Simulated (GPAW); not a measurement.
**Quasiparticle gap of LiHF2 (R-3m) in GPAW**

Wanted: ground state, empty states, screening and self-energy for LiHF2 (R-3m).

Main program and level: GPAW 26.7.0; LDA and many-body steps on it, plane waves.

Report form: the programs' logs are mostly left out.

## (1) Starting point

The structure is trigonal, space group R-3m (No. 166). The conventional cell has a = 2.934 Å, b = 2.934 Å, c = 13.100 Å, α = 90.00°, β = 90.00°, γ = 120.00°. Nearest to Li lie 6 F at 1.99 Å. Nearest to H lie 2 F at 1.14 Å. F has 1 H at 1.14 Å and 3 Li at 1.99 Å nearest. Farther neighbours and most contacts between anions are not listed.

The cell and positions are those that the Materials Project relaxed with its own functionals (PBE, PBE+U or r2SCAN), kept fixed.

## (2) Ground state

This step: GPAW 26.7.0; DFT, LDA, plane waves, PAW.

The ground-state density comes first.

run.py

```python
import json
import numpy as np
from gpaw.mpi import world
from ase import Atoms
from gpaw import GPAW, PW, FermiDirac

atoms = Atoms(['Li', 'H', 'F', 'F'],
    cell=[[1.4669835874, 0.8469633691, 4.3666887241],
      [-1.4669835874, 0.8469633691, 4.3666887241],
      [0.0000000000, -1.6939267382, 4.3666887241]],
    scaled_positions=[[0.0000000000, 0.0000000000, 0.0000000000],
      [0.5000000000, 0.5000000000, 0.5000000000],
      [0.4133018800, 0.4133018800, 0.4133018800],
      [0.5866981200, 0.5866981200, 0.5866981200]],
    pbc=(True, True, True))
calc = GPAW(mode=PW(600),
    xc='LDA',
    kpts={'size': (10, 10, 10), 'gamma': True},
    occupations=FermiDirac(0.001),
    nbands=-8,
    convergence={'density': 1e-6, 'bands': -3},
    maxiter=100,
    txt='gs.txt')
atoms.calc = calc
res = {'energy': atoms.get_potential_energy()}
kpts = calc.get_ibz_k_points()
res['kpts'] = kpts
res['eigenvalues'] = [calc.get_eigenvalues(kpt=k) for k in range(len(kpts))]
res['n_electrons'] = calc.get_number_of_electrons()
calc.write('gs.gpw')

if world.rank == 0:
    with open('result.json', 'w') as f:
        json.dump(res, f, default=lambda x: x.tolist())
```

Started as:

```bash
> mpirun -n 4 gpaw python run.py
```

It took 23 s on 4 MPI ranks of Arm Neoverse V1, shared host; peak memory 0.72 GiB; 91 s of CPU time.

Numbers from this step:

| Property | Result |
| --- | --- |
| total energy | -19.59 eV |
| gap | 8.054 eV |
| k of the valence top | 0.4, 0.4, 0.3 |
| k of the conduction bottom | 0, 0, 0 |
| least direct gap | 8.252 eV |

The gap is indirect, with the least direct gap 0.20 eV higher.

## (3) Bands along the symmetry lines

Levels along a band path, at the cheap level, show where the edges lie and whether the meshes to come will hold them.

run.py

```python
import json
import numpy as np
from gpaw.mpi import world
from gpaw import GPAW

path = [[0.000000, 0.000000, 0.000000],
    [0.062500, 0.062500, 0.062500],
    [0.125000, 0.125000, 0.125000],
    [0.187500, 0.187500, 0.187500],
    [0.250000, 0.250000, 0.250000],
    [0.312500, 0.312500, 0.312500],
    [0.375000, 0.375000, 0.375000],
    [0.437500, 0.437500, 0.437500],
    [0.500000, 0.500000, 0.500000],
    [0.538532, 0.461468, 0.500000],
    [0.577063, 0.422937, 0.500000],
    [0.615595, 0.384405, 0.500000],
    [0.654126, 0.345874, 0.500000],
    [0.692658, 0.307342, 0.500000],
    [0.731190, 0.268810, 0.500000],
    [0.769721, 0.230279, 0.500000],
    [0.808253, 0.191747, 0.500000],
    [0.500000, -0.191747, 0.191747],
    [0.500000, -0.167779, 0.167779],
    [0.500000, -0.143810, 0.143810],
    [0.500000, -0.119842, 0.119842],
    [0.500000, -0.095874, 0.095874],
    [0.500000, -0.071905, 0.071905],
    [0.500000, -0.047937, 0.047937],
    [0.500000, -0.023968, 0.023968],
    [0.500000, 0.000000, 0.000000],
    [0.437500, 0.000000, 0.000000],
    [0.375000, 0.000000, 0.000000],
    [0.312500, 0.000000, 0.000000],
    [0.250000, 0.000000, 0.000000],
    [0.187500, 0.000000, 0.000000],
    [0.125000, 0.000000, 0.000000],
    [0.062500, 0.000000, 0.000000],
    [0.000000, 0.000000, 0.000000],
    [0.043234, -0.043234, 0.000000],
    [0.086468, -0.086468, 0.000000],
    [0.129703, -0.129703, 0.000000],
    [0.172937, -0.172937, 0.000000],
    [0.216171, -0.216171, 0.000000],
    [0.259405, -0.259405, 0.000000],
    [0.302639, -0.302639, 0.000000],
    [0.345874, -0.345874, 0.000000],
    [0.654126, 0.000000, 0.345874],
    [0.634861, 0.000000, 0.365139],
    [0.615595, 0.000000, 0.384405],
    [0.596329, 0.000000, 0.403671],
    [0.577063, 0.000000, 0.422937],
    [0.557797, 0.000000, 0.442203],
    [0.538532, 0.000000, 0.461468],
    [0.519266, 0.000000, 0.480734],
    [0.500000, 0.000000, 0.500000],
    [0.437500, 0.000000, 0.437500],
    [0.375000, 0.000000, 0.375000],
    [0.312500, 0.000000, 0.312500],
    [0.250000, 0.000000, 0.250000],
    [0.187500, 0.000000, 0.187500],
    [0.125000, 0.000000, 0.125000],
    [0.062500, 0.000000, 0.062500],
    [0.000000, 0.000000, 0.000000]]
calc = GPAW('gs.gpw').fixed_density(kpts=path,
    symmetry='off',
    nbands=18,
    convergence={'bands': 14},
    txt='bands.txt')
res = {}
kpts = calc.get_ibz_k_points()
res['kpts'] = kpts
res['eigenvalues'] = [calc.get_eigenvalues(kpt=k) for k in range(len(kpts))]
res['n_electrons'] = calc.get_number_of_electrons()

if world.rank == 0:
    with open('result.json', 'w') as f:
        json.dump(res, f, default=lambda x: x.tolist())
```

Started as:

```bash
> mpirun -n 4 gpaw python run.py
```

Elapsed: 12 s, on 4 MPI ranks; peak memory 0.73 GiB; 48 s of CPU time.

This step gave:

- gap: 8.056 eV
- k of the valence top: 0.5, 0.5, 0.5
- k of the conduction bottom: 0, 0, 0
- least direct gap: 8.252 eV

The gap is 8.056 eV, +0.001 eV from the run before at this level.

The electronic bands at the labelled points (eV, zero at the top of the highest filled band; v1 is the highest filled band, c1 the lowest empty one):

```
     point     v4     v3     v2     v1     c1     c2     c3     c4
         Γ  -0.41  -0.29  -0.20  -0.20   8.06  12.75  16.83  18.59
   halfway  -0.52  -0.52  -0.08  -0.08   8.54  12.30  16.62  19.70
         T  -0.59  -0.59   0.00   0.00   8.95  12.20  15.87  19.53
   halfway  -1.68  -1.03  -0.52  -0.22  10.74  13.31  16.13  17.45
        H2  -1.94  -1.60  -0.93  -0.55  13.81  14.27  14.56  15.46
jump to H0  -1.94  -1.60  -0.93  -0.55  13.81  14.27  14.56  15.46
   halfway  -1.39  -1.20  -1.14  -0.45  12.42  13.86  15.61  16.65
         L  -1.55  -0.77  -0.63  -0.54  11.52  13.57  16.12  17.90
   halfway  -0.94  -0.61  -0.41  -0.37   9.64  14.44  15.88  17.84
         Γ  -0.41  -0.29  -0.20  -0.20   8.06  12.75  16.83  18.59
   halfway  -1.42  -0.73  -0.54  -0.31  10.26  15.18  15.54  17.10
        S0  -1.87  -1.29  -1.26  -0.50  14.02  14.07  14.62  15.36
jump to S2  -1.87  -1.29  -1.26  -0.50  14.02  14.07  14.62  15.36
   halfway  -1.54  -1.43  -1.12  -0.32  13.60  14.23  14.34  15.61
         F  -1.62  -1.21  -1.11  -0.14  13.42  13.94  14.06  16.28
   halfway  -1.15  -0.87  -0.56  -0.12  10.02  13.80  16.57  17.96
         Γ  -0.41  -0.29  -0.20  -0.20   8.06  12.75  16.83  18.59
```

## (4) Empty states on the mesh, 6×6×6 mesh, 48 bands

The sums over transitions need many empty states on a uniform mesh; this step solves for them.

run.py

```python
import json
import numpy as np
from gpaw.mpi import world
from gpaw import GPAW

calc = GPAW('gs.gpw').fixed_density(kpts={'size': (6, 6, 6), 'gamma': True},
    nbands=56,
    convergence={'bands': 48},
    txt='nscf.txt')
calc.write('full.gpw', mode='all')
res = {}
kpts = calc.get_ibz_k_points()
res['kpts'] = kpts
res['eigenvalues'] = [calc.get_eigenvalues(kpt=k) for k in range(len(kpts))]
res['n_electrons'] = calc.get_number_of_electrons()

if world.rank == 0:
    with open('result.json', 'w') as f:
        json.dump(res, f, default=lambda x: x.tolist())
```

Started as:

```bash
> mpirun -n 4 gpaw python run.py
```

It took 23 s on 4 MPI ranks; peak memory 0.75 GiB.

This step gave:

```yaml
gap: 8.056 eV
k_of_the_valence_top: 0.5, 0.5, 0.5
k_of_the_conduction_bottom: 0, 0, 0
least_direct_gap: 8.252 eV
k_points_computed: 32
lowest_point_of_the_top_converged_band_above_the_valence_top: 63.0778 eV
```

On this mesh the gap is 8.056 eV.

## (5) Screening and self-energy, 6×6×6 mesh, 38 bands, screening to 65 eV

Now the one-shot GW correction: screening in the RPA, then the self-energy of the levels asked for.

This step: G0W0 on LDA, plane waves, PAW.

run.py

```python
import json
import numpy as np
from gpaw.mpi import world
from gpaw.response.g0w0 import G0W0

gw = G0W0('full.gpw',
    filename='gw',
    kpts=[0, 31],
    bands=(6, 10),
    ecut=65,
    nbands=38,
    integrate_gamma='WS',
    ppa=True)
gw.calculate()
res = {mode: {k: v for k, v in r.items() if k != 'sigma_eskwn'}
       for mode, r in gw.all_results.items()}

if world.rank == 0:
    with open('result.json', 'w') as f:
        json.dump(res, f, default=lambda x: x.tolist())
```

Started as:

```bash
> mpirun -n 4 gpaw python run.py
```

It took 2.4 min on 4 MPI ranks; peak memory 1.5 GiB.

Numbers from this step:

```yaml
g0w0_gap_on_the_points_computed: 12.74 eV
least_direct_g0w0_gap_on_the_computed_points: 12.98 eV
z_at_the_valence_top: 0.8360
z_at_the_conduction_bottom: 0.9014
starting_gap_on_the_mesh: 8.056 eV
k_of_the_valence_top: 0.5, 0.5, 0.5
k_of_the_conduction_bottom: 0, 0, 0
```

The gap on the mesh goes from 8.06 eV to 12.74 eV, a correction of +4.68 eV.

Limits: finite bands, cutoff and mesh. v1 is the top filled band, c1 the lowest empty one. The levels before and after the correction (eV, zero at the valence-band top of each column):

```
           conduction bottom  valence top
Kohn-Sham               8.06         0.00
     G0W0              12.74         0.00
```

```
                         level  energy (eV)
Kohn-Sham              Γ v2-v1       -0.196
Kohn-Sham                 Γ c1        8.056
Kohn-Sham                 Γ c2       12.746
Kohn-Sham  (0.5 0.5 0.5) v2-v1        0.000
Kohn-Sham     (0.5 0.5 0.5) c1        8.949
Kohn-Sham     (0.5 0.5 0.5) c2       12.196
     G0W0              Γ v2-v1       -0.247
     G0W0                 Γ c1       12.738
     G0W0                 Γ c2       17.882
     G0W0  (0.5 0.5 0.5) v2-v1        0.000
     G0W0     (0.5 0.5 0.5) c1       13.815
     G0W0     (0.5 0.5 0.5) c2       17.323
```

## (6) Where the time went

Times are wall times on 4 MPI ranks of Arm Neoverse V1, shared host, good to a factor of about two.

```
                          step     time  share  memory (GiB)
                  ground state     23 s   11 %          0.72
bands along the symmetry lines     12 s    6 %          0.73
      empty states on the mesh     23 s   12 %          0.75
     screening and self-energy  2.4 min   71 %           1.5
```

## (7) Results

```json
{"LDA gap": "8.05 eV, indirect", "G0W0 gap on the mesh": "12.74 eV", "GW settings": "6×6×6 mesh, 38 bands, screening to 65 eV, Godby-Needs plasmon pole", "known limits": "not at the basis limit"}
```

**Reading.** G0W0 moves the gap on the mesh from 8.06 eV to 12.74 eV (+4.68 eV), with Z of 0.84 and 0.90 at the edges. Only 2 of the mesh's irreducible points were corrected, so a valley elsewhere could overtake. The dearest step here is «screening and self-energy». Bands and cutoff are finite, so the gap is not at the basis limit. The miss can reach some tenths of an eV and take either sign; the mesh is an error of its own. These stock PAW sets were not made for GW. In the G0W0 run levels were corrected at 2 k points alone, so a gap called «on the mesh» is the least over those, and an edge elsewhere would be missed.

[Paths, hosts, dates, memory and timing lines, banners, echoed tables and standing remarks are left out of the program output.]

[Logs are printed without paths, hosts, clocks, repeated set-up lines and the standing remarks that a program may print on its own settings, such as how far it seeks lower states.]

[Runs of the session that timed out or met a known fault of the program may be left out.]

[Hosts, paths, dates, database ids (printed as entryN), source tags and the programs' standing remarks are cut or masked in the printed files.]
